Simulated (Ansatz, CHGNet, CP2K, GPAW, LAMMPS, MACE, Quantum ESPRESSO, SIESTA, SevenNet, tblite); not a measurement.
**A faulty CP2K run on glassy 62GeO2-38BaO (mol %) (76 atoms)**

Program: CP2K 2026.2, a calculation on a cell of 18 Ge, 11 Ba and 47 O, 16.4 Å³ an atom.

File input.inp:

```
&GLOBAL
  PROJECT cell
  RUN_TYPE ENERGY_FORCE
  PRINT_LEVEL LOW
&END GLOBAL
&FORCE_EVAL
  METHOD QS
  STRESS_TENSOR ANALYTICAL
  &DFT
    BASIS_SET_FILE_NAME BASIS_MOLOPT
    POTENTIAL_FILE_NAME GTH_POTENTIALS
    &MGRID
      CUTOFF 600
      REL_CUTOFF 50
      NGRIDS 5
    &END MGRID
    &QS
      EPS_DEFAULT 1.0E-04
    &END QS
    &SCF
      SCF_GUESS ATOMIC
      EPS_SCF 1.0E-06
      MAX_SCF 25
      &OT
        MINIMIZER DIIS
        PRECONDITIONER FULL_ALL
        ENERGY_GAP 0.001
      &END OT
      &OUTER_SCF
        EPS_SCF 1.0E-06
        MAX_SCF 1
      &END OUTER_SCF
      &PRINT
        &RESTART OFF
        &END RESTART
      &END PRINT
    &END SCF
    &XC
      &XC_FUNCTIONAL PBE
      &END XC_FUNCTIONAL
    &END XC
    &PRINT
      &MULLIKEN ON
      &END MULLIKEN
      &HIRSHFELD ON
        SHAPE_FUNCTION DENSITY
      &END HIRSHFELD
      &MO_CUBES
        NHOMO 1
        NLUMO 4
        WRITE_CUBE F
      &END MO_CUBES
    &END PRINT
  &END DFT
  &SUBSYS
    &CELL
      A 10.75748 0.00000 0.00000
      B 0.00000 10.75748 0.00000
      C 0.00000 0.00000 10.75748
    &END CELL
    &TOPOLOGY
      COORD_FILE_NAME structure.xyz
      COORD_FILE_FORMAT XYZ
    &END TOPOLOGY
    &KIND Ge
      BASIS_SET DZVP-MOLOPT-SR-GTH-q4
      POTENTIAL GTH-PBE-q4
    &END KIND
    &KIND Ba
      BASIS_SET DZVP-MOLOPT-SR-GTH-q10
      POTENTIAL GTH-PBE-q10
    &END KIND
    &KIND O
      BASIS_SET DZVP-MOLOPT-SR-GTH-q6
      POTENTIAL GTH-PBE-q6
    &END KIND
  &END SUBSYS
  &PRINT
    &FORCES ON
    &END FORCES
    &STRESS_TENSOR ON
    &END STRESS_TENSOR
  &END PRINT
&END FORCE_EVAL
```

File structure.xyz:

```xyz
76

Ge 0.00269 4.22597 3.46273
Ge 9.49961 7.51894 4.36184
Ge 4.00931 4.74437 10.27490
Ge 5.27644 6.50580 2.21529
Ge 5.91124 6.10261 7.80315
Ge 6.84369 0.77336 0.99087
Ge 1.15837 10.22961 2.02531
Ge 8.97550 6.78862 9.26875
Ge 4.10936 9.27919 3.46111
Ge 6.88393 1.88407 4.09903
[... 62 atom lines left out ...]
O 5.53655 0.47806 10.70778
O 4.24275 9.13977 5.18080
O 2.07512 7.24871 7.08466
O 8.90805 0.15975 7.48462
```

Run with:

```console
$ OMP_NUM_THREADS=1 mpirun -np 4 cp2k.psmp -i input.inp > output.txt
```

The log of the run:

```text
CP2K| version string:                                       CP2K version 2026.2
 CP2K| Input file name                                                 input.inp
 GLOBAL| Basis set file name                                        BASIS_MOLOPT
 GLOBAL| Potential file name                                      GTH_POTENTIALS
 GLOBAL| Run type                                                   ENERGY_FORCE
 GLOBAL| Total number of message passing processes                             4
 GLOBAL| Number of threads for this process                                    1
 TOTAL NUMBERS AND MAXIMUM NUMBERS
  Total number of            - Atomic kinds:                                   3
                             - Atoms:                                         76
                             - Shell sets:                                    76
                             - Shells:                                       391
                             - Primitive Cartesian functions:                373
                             - Cartesian basis functions:                   1075
                             - Spherical basis functions:                    999
  Maximum angular momentum of- Orbital basis functions:                        2
                             - Local part of the GTH pseudopotential:          2
                             - Non-local part of the GTH pseudopotential:      4
 SCF PARAMETERS         Density guess:                                    ATOMIC
                        max_scf:                                              25
                        eps_scf:                                        1.00E-06
                        Outer loop SCF in use
                        eps_scf                                         1.00E-06
                        max_scf                                                1
 Extrapolation method: initial_guess
 Number of electrons:                                                        464
 Number of occupied orbitals:                                                232
 Number of molecular orbitals:                                               232
 Number of orbital functions:                                                999
 Number of independent orbital functions:                                    999
 SCF WAVEFUNCTION OPTIMIZATION
  ----------------------------------- OT ---------------------------------------
  Minimizer      : DIIS                : direct inversion
                                         in the iterative subspace
                                         using   7 DIIS vectors
                                         safer DIIS on
  Preconditioner : FULL_ALL            : diagonalization, state selective
  Precond_solver : DEFAULT
  stepsize       :    0.15000000                  energy_gap     :    0.00100000
  eps_taylor     :   0.10000E-15                  max_taylor     :             4
  ----------------------------------- OT ---------------------------------------
  Step     Update method      Time    Convergence         Total energy    Change
 *   ___                                                                       *
 *  /   \                                                                      *
 * [ABORT]                                                                     *
 *  \___/    Cholesky decompose failed: the matrix is not positive definite or *
 *    |                              ill-conditioned.                          *
 *  O/|                                                                        *
 * /| |                                                                        *
```

It took 2.7 s on 4 MPI ranks of Arm Neoverse V1, shared host; peak memory 2.4 GiB.

Banners, paths, timers and routine set-up lines are dropped from the logs unmarked, and long logs keep their key lines alone; longer cuts are marked.

Q: Name the fault.

Integrals screened far too loosely: EPS_DEFAULT 0.0001.

The run ended with an error.

[Also dropped from logs without a mark: logging warnings of Python, and SIESTA's first energy breakdown and zero terms.]

[Logs are printed without paths, hosts, clocks, repeated set-up lines and the standing remarks that a program may print on its own settings, such as how far it seeks lower states.]

[Hosts, paths, dates, database ids (printed as entryN), source tags and the programs' standing remarks are cut or masked in the printed files.]
